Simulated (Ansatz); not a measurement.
# 1T-FeBrI monolayer in a perpendicular field, part 2 of 3

Wanted: the out-of-plane response of the 1T-FeBrI monolayer. A positive field points along +c.

Ansatz 0.2.0; plane-wave DFT, PBE-D3(BJ), Ansatz PAW.

So far. Step 2 (Relaxing the slab): The lattice constant a goes from 3.576 to 3.828 Å.

### Step 3. Atoms held, field 0

A sawtooth potential applies the field, turning back in the middle of the vacuum. With the dipole correction the typed value is the field outside the slab. The induced dipole is small, so the SCF threshold is tight.

The cell differs from the one that the last finished run ended in (c 37.047 → 21.124 Å).

input.yaml

```yaml
crystal:
  lattice:
    - [3.8276275724, 0.0, 0.0]
    - [-1.9138137862, 3.3148227139, 0.0]
    - [0.0, 0.0, 21.1235867033]
  atoms:
    - { symbol: I, position: [0.6666666667, 0.3333333333, 0.4260640073], spin: 0.18 }
    - { symbol: Fe, position: [0.0, 0.0, 0.5059557871], spin: 3.43 }
    - { symbol: Br, position: [0.3333333333, 0.6666666667, 0.5739359927], spin: 0.14 }
magnetization:
  spin_polarized: true
kpoints:
  mp_grid: { grid: [18, 18, 1] }
  band_path:
    path: [[0, 0, 0], [0.5, 0, 0], [0.33333333, 0.33333333, 0], [0, 0, 0]]
    npoints: 16
hamiltonian:
  xc: pbe
  dispersion: d3bj
scf:
  occupations: { method: fermi_dirac, width: 0.02585 }
  convergence: { dr2_threshold: 1.0e-10 }
efield:
  axis: 3
  dipole_correction: true
  ramp_position: 0.97
  ramp_width: 0.06
  amplitude: 0
output:
  dos: { projected: true, e_range: [-6, 5] }
  write_potential: true
  write_density: true
  volumetric_format: npy
  elf: true
```

The run is started by

```console
$ ansatz run input.yaml --threads 2 --pin off --max-ram 3072MiB --backend cpu --events-out ev --progress --plain --runs-dir out
```

Numbers of over 12 decimals in the logs are rounded to 6 here.

The log of the run:

```text
[...]
Crystal: 3 atoms, lattice volume = 268.014 Å³
Basis set: ecut = 420 eV, 5219 PW (Γ)
Bands: 27, of which v1, the nominal top of the filled ones, is band 20 counted from 1 (19 counted from 0)
Symmetry: 6 space group operations
k-points: 37 of 324 (time reversal used)
[...]
Starting moments: Σ|m| = 3.75 μB on 3 of 3 sites
[...]
SCF iter   1: F=—  HF=-14777.170504 eV  |F-HF|=—  |Δ(HF+E_count)|=         —  Δρ=1.46e-2 (↑1.46e-2 ↓9.15e-3)  dr2=3.94e-1  dr2_m=2.74e-1  M=4.000 μB ∫|m|=4.010 μB  β_m=1.00  ethr=9.51e-4  p=-0.000 e·Å  D=-1.10e-6 V/Å  ΔV_dip=0.00 eV  dr2_dipole=3.30e-3  V_vac-E_F(+/−)=4.95/4.95 eV  ⟨swp⟩=1.4  Hψ=16151  notcnv=0
[...]
efield: sawtooth ramp at fractional position 0.9700 (set: `efield.ramp_position`, or a place that a band, a saddle search or an elastic batch's reference lends), width 0.0600; the density the first Hamiltonian is built on has a dipole p = -0.000 e·Å; the dipole correction subtracts the counter field D = -1.10e-6 V/Å, which shifts the + side's vacuum level by +0.00 eV against the − side's; the planar-averaged density in the ramp window peaks in size at 1.3e-5 e/Å³
[...]
SCF iter   2: F=—  HF=-14777.555583 eV  |F-HF|=—  |Δ(HF+E_count)|=   3.85e-1  Δρ=3.84e-3 (↑3.01e-3 ↓3.84e-3)  dr2=5.97e-2  dr2_m=1.66e-3  M=4.000 μB ∫|m|=4.022 μB  β_m=0.34  ethr=9.51e-4  p=-0.015 e·Å  D=-1.01e-2 V/Å  ΔV_dip=0.21 eV  dr2_dipole=6.01e-8  V_vac-E_F(+/−)=4.73/4.51 eV  ⟨swp⟩=3.7  Hψ=4310  notcnv=0  defer=16
density mixer auto → msr1: a metal under ldos (density of states about μ 1.12 of a free-electron gas's, 42 screened modes)
SCF iter   3: F=—  HF=-14777.865185 eV  |F-HF|=—  |Δ(HF+E_count)|=   3.10e-1  Δρ=3.78e-3 (↑3.78e-3 ↓2.48e-3)  dr2=3.84e-2  dr2_m=8.73e-3  M=4.000 μB ∫|m|=4.029 μB  β_m=0.57  ethr=1.49e-4  p=-0.019 e·Å  D=-1.27e-2 V/Å  ΔV_dip=0.27 eV  dr2_dipole=3.56e-5  V_vac-E_F(+/−)=4.74/4.47 eV  ⟨swp⟩=3.3  Hψ=4248  notcnv=0  defer=113
[...]
SCF iter  13: F=-14778.040135 eV  HF=-14778.040135 eV  |F-HF|=3.09e-11  |Δ(HF+E_count)|=  5.40e-10  Δρ=8.97e-8 (↑6.64e-8 ↓8.97e-8)  dr2=3.78e-11  dr2_m=3.78e-12  M=4.000 μB ∫|m|=4.027 μB  ethr=1.00e-12  p=-0.028 e·Å  D=-1.88e-2 V/Å  ΔV_dip=0.40 eV  dr2_dipole=6.06e-13  V_vac-E_F(+/−)=5.18/4.79 eV  ⟨swp⟩=10.2  Hψ=9080  notcnv=0
[...]
SCF 1 converged in 13 iterations: F = -14778.040135 eV  dr2 = 3.78e-11
[...]
NSCF: frozen V_eff on 49 k-points
efield: sawtooth ramp at fractional position 0.9700 (kept from the solve that this one continues, or follows in the run), width 0.0600; the density the first Hamiltonian is built on has a dipole p = -0.028 e·Å; the dipole correction subtracts the counter field D = -1.88e-2 V/Å, which shifts the + side's vacuum level by +0.40 eV against the − side's; the planar-averaged density in the ramp window peaks in size at 1.2e-5 e/Å³
SCF converged after 13 iterations
Magnetization: 4.0000 μB (22.0000 up, 18.0000 down)
Absolute magnetization: 4.0273 μB (∫|ρ↑−ρ↓|, with the PAW one-centre terms)
[...]
Per-site moments (μB) at R_I (Å): [(0.180039, 1.146985), (3.427708, 1.087126), (0.144594, 1.087126)]
Free energy (F): -14778.040135 eV
[...]
Internal energy: -14778.035036 eV  (E = F + TS)
E sigma→0 (E₀):  -14778.037585 eV
Entropy (-TS):   -0.005099 eV (-1.700 meV/atom)
Fermi energy:    -1.165718 eV
Dipole field:    D = -0.018830 V/Å  (p = -0.027890 e·Å, saw-weighted, corrected)
Work function:   Φ+ = 5.1843 eV   Φ− = 4.7865 eV
Levels:          The Fermi level and band energies are counted from a zero that moves with the ramp; work functions are not
[...]
--- Band table (eV; the first three rows and the last of 74) ---
  k-point 0 ↑: bands = [... 16 lower, -4.1914, -3.6955, -2.9056, -2.9056, -1.4851, -1.4851, 1.6870, 3.0713, ... 3 higher]
  k-point 1 ↑: bands = [... 16 lower, -4.2067, -3.6748, -2.9905, -2.9188, -1.6413, -1.5117, 1.8094, 3.1735, ... 3 higher]
  k-point 2 ↑: bands = [... 16 lower, -4.2175, -3.6268, -3.1692, -2.9624, -2.0199, -1.5805, 2.1227, 3.3559, ... 3 higher]
  k-point 36 ↓: bands = [... 16 lower, -3.9257, -1.0352, -0.9601, -0.8055, -0.1006, 0.2078, 3.1713, 4.5928, ... 3 higher]
```

Elapsed: 50 s, on 2 threads of Arm Neoverse V2, shared host; peak memory 0.89 GiB.

Numbers from this step:

```
energy at zero smearing        : -14778.0376 eV
site moments                   : 0.1800, 3.428, 0.1446 μB
work function, upper face      : 5.184 eV
work function, lower face      : 4.787 eV
dipole along the normal        : -0.02789 e·Å
step between the vacuum levels : 0.3977 eV
```

Running mean over a fixed 2.8 Å (it still follows the layers) of the planar mean; the ramp of the sawtooth is left out. Electron's electrostatic potential energy less the Fermi level against z:

```
z (Å)  electron's electrostatic potential energy less the Fermi level (eV)
  3.0                                                                 4.79
  3.5                                                                 4.79
  4.0                                                                 4.79
  4.5                                                                 4.79
  5.0                                                                 4.78
  5.5                                                                 4.77
  6.0                                                                 4.72
  6.5                                                                 4.50
  7.0                                                                 3.64
  7.5                                                                 2.32
  8.0                                                                0.980
  8.5                                                               -0.478
  9.0                                                                -2.04
  9.5                                                                -3.74
 10.0                                                                -4.39
 10.5                                                                -5.10
 11.0                                                                -6.10
 11.5                                                                -6.05
 12.0                                                                -4.42
 12.5                                                                -2.35
 13.0                                                               -0.565
 13.5                                                                 1.82
 14.0                                                                 4.07
 14.5                                                                 4.96
 15.0                                                                 5.14
 15.5                                                                 5.17
 16.0                                                                 5.18
 16.5                                                                 5.18
 17.0                                                                 5.18
 17.5                                                                 5.18
 18.0                                                                 5.18
```

The density of states has structure finer than the step of the table below, so its rows give means over 0.2 eV, whole bins alone (the curve runs from -6 to 1.99 eV). Peaks (eV: height): total -4.90: 7.61, -4.35: 11.4, -4.26: 9.02, -3.05: 11.6, -2.75: 7.78, 0.20: 13.6, 0.53: 17.2; up -4.90: 6.34, -4.35: 10.6, -4.26: 8.23, -4.13: 5.33, -3.05: 7.82, -2.47: 5.62, -1.01: 6.27; down -4.73: 4.92, -2.75: 5.01, -0.24: 4.49, 0.20: 13.6, 0.53: 17.2, 1.14: 4.88, 1.44: 7.35.

Table of density of states by energy, zero at the Fermi level; means over each step; values in states/eV a cell:

```
energy (eV)  total       up    down
       -5.8  0.589    0.589       0
       -5.6  0.887    0.870  0.0169
       -5.4   2.42     1.70   0.720
       -5.2   2.59     1.64   0.944
       -5.0   3.23     1.72    1.51
       -4.8   4.97     2.78    2.20
       -4.6   2.69    0.927    1.77
       -4.4   5.49     4.44    1.04
       -4.2   4.96     4.18   0.775
       -4.0   2.14     1.44   0.699
       -3.8   1.78     1.01   0.766
       -3.6   3.29     1.46    1.82
       -3.4   5.25     2.49    2.76
       -3.2   6.14     3.33    2.81
       -3.0   6.66     4.46    2.19
       -2.8   5.05     2.92    2.13
       -2.6   4.71     2.61    2.10
       -2.4   5.16     2.81    2.35
       -2.2   3.27     1.69    1.58
       -2.0   1.64     1.00   0.642
       -1.8   1.07    0.600   0.469
       -1.6  0.539    0.180   0.359
       -1.4   2.53     2.24   0.285
       -1.2   1.78     1.65   0.127
       -1.0   2.82     2.82       0
       -0.8   1.65     1.65       0
       -0.6  0.930    0.930       0
       -0.4   1.24    0.423   0.818
       -0.2   3.11  0.00105    3.10
        0.0   2.38        0    2.38
        0.2   3.58        0    3.58
        0.4   2.62        0    2.62
        0.6   3.00        0    3.00
        0.8      0        0       0
        1.0   1.56        0    1.56
        1.2   3.12        0    3.12
        1.4   5.00        0    5.00
        1.6  0.467        0   0.467
        1.8      0        0       0
```

Projected DOS per atom over height of the atomic layer and energy from the Fermi level. Layers: I Fe Br from below.

Ten even steps from '_' (0.00 states/eV) to '@' (3.18 states/eV), each cell a mean:
```
______
..**__
__++__
______
__@@__
__@@__
__==__
::..__
--::..
::....
..__..
==::::
****--
==@@--
==####
::::--
..::::
--##++
==::++
::..--
....::
______
```
Columns: height of the atomic layer (Å) from 9 to 12.1 (not evenly spaced); rows upwards: energy from the Fermi level (eV) from -5.96 to 1.96.

Projected DOS per atom, spin up over height of the atomic layer and energy from the Fermi level. Layers: I Fe Br from below.

Ten even steps from '_' (0.00 states/eV) to '@' (2.83 states/eV), each cell a mean:
```
______
______
______
______
______
______
______
::..__
--::::
......
____..
..::::
::++::
..@@..
::##..
..::__
..::..
..%%==
::::--
....::
......
______
```
Columns: height of the atomic layer (Å) from 9 to 12.1 (not evenly spaced); rows upwards: energy from the Fermi level (eV) from -5.96 to 1.96.

Projected DOS per atom, spin down over height of the atomic layer and energy from the Fermi level. Layers: I Fe Br from below.

Values in states/eV, 22 rows by 3 columns, each cell a mean:
```
0.00 0.00 0.00
0.48 2.20 0.31
0.28 1.86 0.24
0.01 0.31 0.01
0.08 3.04 0.06
0.13 2.87 0.09
0.03 1.43 0.03
0.00 0.00 0.00
0.04 0.01 0.01
0.20 0.06 0.04
0.33 0.10 0.05
0.97 0.18 0.36
1.41 0.31 0.50
0.87 0.35 0.69
0.64 0.38 1.85
0.47 0.14 0.89
0.15 0.07 0.48
0.48 0.08 0.60
0.75 0.22 0.94
0.39 0.27 0.55
0.16 0.11 0.18
0.00 0.00 0.00
```
Columns: height of the atomic layer (Å) from 9 to 12.1 (not evenly spaced); rows upwards: energy from the Fermi level (eV) from -5.96 to 1.96.

Deep bands are left out, so band numbers here count from the lowest band kept and differ from the log's. Electronic bands along the path, in eV, zero at the Fermi level; # counts the bands kept:

```csv
point,up #8,up #9,up #10,up #11,down #7,down #8,down #9,down #10
Γ,-1.74,-1.74,-0.32,-0.32,-0.30,-0.30,0.29,1.58
halfway,-2.37,-2.09,-1.47,-0.61,-0.30,0.11,0.53,1.10
M,-2.87,-2.76,-1.02,-0.71,-0.40,0.21,0.50,1.37
halfway,-2.74,-2.50,-1.27,-1.00,-0.08,0.22,0.45,1.10
K,-2.58,-2.51,-1.53,-1.06,0.13,0.21,0.36,1.07
halfway,-2.56,-2.12,-1.29,-1.02,-0.09,0.06,0.54,1.09
Γ,-1.74,-1.74,-0.32,-0.32,-0.30,-0.30,0.29,1.58
```

Spin density in the ca plane at fractional y = 0.000, with atoms of Fe within 0.2 Å of it.

Ten even steps from '0' (0.0 e/Å³) to '9' (6.3 e/Å³), each cell a mean:
```
00000000000000000000000265100000000000000000
00000000000000000000000010000000000000000000
00000000000000000000000000000000000000000000
00000000000000000000000000000000000000000000
00000000000000000000000000000000000000000000
00000000000000000000000000000000000000000000
00000000000000000000000000000000000000000000
00000000000000000000000000000000000000000000
00000000000000000000000122000000000000000000
00000000000000000000000397100000000000000000
```
Columns run along c (16.0 Å, from fractional 0.09 to 0.84 of the cell), rows up along a (3.8 Å). Atoms in or near the plane, at fractional coordinates: Fe at (0.51, 0.00).

Valence density in the ca plane at fractional y = 0.000, with atoms of Fe within 0.2 Å of it. It is the smooth field of the valence electrons, not physical close to the nuclei.

Ten steps, logarithmic in the rise over the least value, from '0' (0 e/Å³) to '9' (27 e/Å³), each cell a mean:
```
00000000000000000000012698510000000000000000
00000000000000000000011354210000000000000000
00000000000000000001111111111000000000000000
00000000000000000011111000111110000000000000
00000000000000000012211000111110000000000000
00000000000000000011211000111110000000000000
00000000000000000011111111111100000000000000
00000000000000000000111222110000000000000000
00000000000000000000012577410000000000000000
00000000000000000000013799610000000000000000
```
Columns run along c (16.0 Å, from fractional 0.09 to 0.84 of the cell), rows up along a (3.8 Å). Atoms in or near the plane, at fractional coordinates: Fe at (0.51, 0.00).

ELF in the ca plane at fractional y = 0.000, with atoms of Fe within 0.2 Å of it. It is the smooth field of the valence electrons, not physical close to the nuclei.

Values, 6 rows by 16 columns, each cell a mean:
```
0.00 0.00 0.00 0.00 0.04 0.14 0.21 0.55 0.15 0.06 0.01 0.00 0.00 0.00 0.00 0.00
0.00 0.00 0.00 0.04 0.32 0.56 0.36 0.15 0.37 0.40 0.09 0.01 0.00 0.00 0.00 0.00
0.00 0.00 0.01 0.13 0.60 0.70 0.56 0.19 0.67 0.70 0.26 0.02 0.00 0.00 0.00 0.00
0.00 0.00 0.00 0.11 0.55 0.70 0.54 0.17 0.62 0.65 0.22 0.01 0.00 0.00 0.00 0.00
0.00 0.00 0.00 0.02 0.20 0.43 0.28 0.21 0.26 0.26 0.05 0.00 0.00 0.00 0.00 0.00
0.00 0.00 0.00 0.00 0.02 0.09 0.21 0.68 0.15 0.04 0.00 0.00 0.00 0.00 0.00 0.00
```
Columns run along c (16.0 Å, from fractional 0.16 to 0.92 of the cell), rows up along a (3.8 Å). Atoms in or near the plane, at fractional coordinates: Fe at (0.51, 0.00).

The work function of the upper face is 5.18 eV.

### Step 4. Single point, field 0.1 V/Å

input.yaml, as its differences from that of step 3:

```diff
@@ -27,5 +27,4 @@
   ramp_width: 0.06
-  amplitude: 0
+  amplitude: 0.1
 output:
-  dos: { projected: true, e_range: [-6, 5] }
   write_potential: true
@@ -33,2 +32 @@
   volumetric_format: npy
-  elf: true
```

The log of the run:

```text
[...]
Crystal: 3 atoms, lattice volume = 268.014 Å³
Basis set: ecut = 420 eV, 5219 PW (Γ)
Bands: 27, of which v1, the nominal top of the filled ones, is band 20 counted from 1 (19 counted from 0)
Symmetry: 6 space group operations
k-points: 37 of 324 (time reversal used)
[...]
Starting moments: Σ|m| = 3.75 μB on 3 of 3 sites
[...]
k-point 1 ↑: bands = [... 16 lower, -4.2195, -3.6806, -2.9936, -2.9218, -1.6613, -1.5319, 1.7926, 2.9818, ... 3 higher]
  k-point 2 ↑: bands = [... 16 lower, -4.2328, -3.6364, -3.1728, -2.9662, -2.0388, -1.6003, 2.0986, 3.1463, ... 3 higher]
  k-point 36 ↓: bands = [... 16 lower, -3.9524, -1.0472, -0.9732, -0.8176, -0.1134, 0.1955, 3.1492, 4.5608, ... 3 higher]
[key lines of the parts left out:]
SCF converged after 14 iterations
Magnetization: 4.0000 μB (22.0000 up, 18.0000 down)
Free energy (F): -14778.039124 eV
Fermi energy:    -1.177908 eV
Dipole field:    D = 0.005188 V/Å  (p = 0.007685 e·Å, saw-weighted, corrected)
```

It took 49 s on 2 threads; peak memory 0.89 GiB; 96 s of CPU time.

The dipole is 0.00768 e·Å, 0.0356 e·Å from its value without field.

[end of part 2 of 3]

[Logs are printed without paths, hosts, clocks, repeated set-up lines and the standing remarks that a program may print on its own settings, such as how far it seeks lower states.]

[Hosts, paths, dates, database ids (printed as entryN), source tags and the programs' standing remarks are cut or masked in the printed files.]

[Maps of the electrostatic potential energy from Ansatz leave out the sawtooth potential of an applied field or a dipole correction, so their vacuum need not be flat; planar profiles and work functions include it.]
